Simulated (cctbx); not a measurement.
## Rb2CeTlI6 with cctbx, script by script

Library: cctbx 2025.11.

## 1. Energy scan

run.py:

```python
from cctbx import adptbx, crystal, miller, xray
from cctbx.array_family import flex
from cctbx.eltbx import sasaki

cs = crystal.symmetry(unit_cell=(12.384, 12.384, 12.384, 90, 90, 90), space_group_symbol='Hall: -F 4 2 3')  # Fm-3m
atoms = [  # label, site, U (iso, or U11 U22 U33 U12 U13 U23 in A^2), occupancy
    ("Tl1", (0.5, 0, 0), 0.0056, 1),
    ("Ce1", (0, 0, 0), 0.0074, 1),
    ("I1", (0.255, 0, 0), 0.0077, 1),
    ("Rb1", (0.25, 0.25, 0.75), 0.0089, 1),
]
xs = xray.structure(crystal_symmetry=cs)
for label, site, u, occ in atoms:
    u = adptbx.u_cif_as_u_star(cs.unit_cell(), u) if isinstance(u, tuple) else u
    xs.add_scatterer(xray.scatterer(label, site=site, u=u, occupancy=occ))
hkl = [(1, 1, 1), (0, 0, 4), (4, 4, 4), (1, 3, 1)]
ms = miller.set(cs, flex.miller_index(hkl + [tuple(-v for v in h) for h in hkl]), anomalous_flag=True)
print("E (eV)    f'(Tl)   f''   " + "".join("%16s" % ("|F|" + " ".join(map(str, h))) for h in hkl))
for e in [12058, 12408, 12538, 12598, 12628, 12643, 12650, 12654, 12662, 12666, 12673, 12688, 12718, 12808, 13058]:
    xs.set_inelastic_form_factors(12398.42 / e, "sasaki")
    t = sasaki.table("Tl").at_ev(e)
    f = flex.abs(ms.structure_factors_from_scatterers(xs, algorithm="direct").f_calc().data())
    n = len(hkl)
    print("%7.0f %7.2f %6.2f  " % (e, t.fp(), t.fdp()) + "".join("%9.1f/%6.1f" % (f[k], f[k + n]) for k in range(n)))
```

```console
$ python run.py
```

```text
E (eV)    f'(Tl)   f''           |F|1 1 1        |F|0 0 4        |F|4 4 4        |F|1 3 1
  12058   -9.06   4.24       98.0/  98.0   1729.2/1729.2   1403.6/1403.6     48.1/  48.1
  12408  -10.78   4.05       91.0/  91.0   1720.7/1720.7   1395.2/1395.2     41.2/  41.2
  12538  -12.17   3.98       85.5/  85.5   1714.5/1714.5   1389.2/1389.2     35.7/  35.7
  12598  -13.51   3.95       80.1/  80.1   1708.9/1708.9   1383.7/1383.7     30.4/  30.4
  12628  -14.86   3.94       74.7/  74.7   1703.4/1703.4   1378.4/1378.4     25.1/  25.1
  12643  -16.20   3.93       69.3/  69.3   1698.1/1698.1   1373.1/1373.1     19.8/  19.8
  12650  -17.41   3.93       64.5/  64.5   1693.3/1693.3   1368.4/1368.4     15.1/  15.1
  12654  -18.71   3.92       59.4/  59.4   1688.1/1688.1   1363.4/1363.4     10.2/  10.2
  12662  -19.02  10.15       63.1/  63.1   1688.7/1688.7   1364.3/1364.3     22.9/  22.9
  12666  -17.56  10.14       68.5/  68.5   1694.4/1694.4   1369.9/1369.9     25.6/  25.6
  12673  -16.26  10.13       73.4/  73.4   1699.5/1699.5   1374.9/1374.9     28.8/  28.8
  12688  -14.86  10.11       78.6/  78.6   1704.9/1704.9   1380.2/1380.2     32.7/  32.7
  12718  -13.46  10.07       83.9/  83.9   1710.3/1710.3   1385.4/1385.4     37.1/  37.1
  12808  -11.61   9.95       90.9/  90.9   1717.0/1717.0   1391.9/1391.9     43.2/  43.2
  13058   -9.68   9.63       98.2/  98.2   1723.1/1723.1   1397.8/1397.8     49.7/  49.7
```

It took 0.4 s on 1 thread of Arm Neoverse N1, with other jobs on the host, peak memory 0.07 GiB.

[Logs are printed without paths, hosts, clocks, repeated set-up lines and the standing remarks that a program may print on its own settings, such as how far it seeks lower states.]
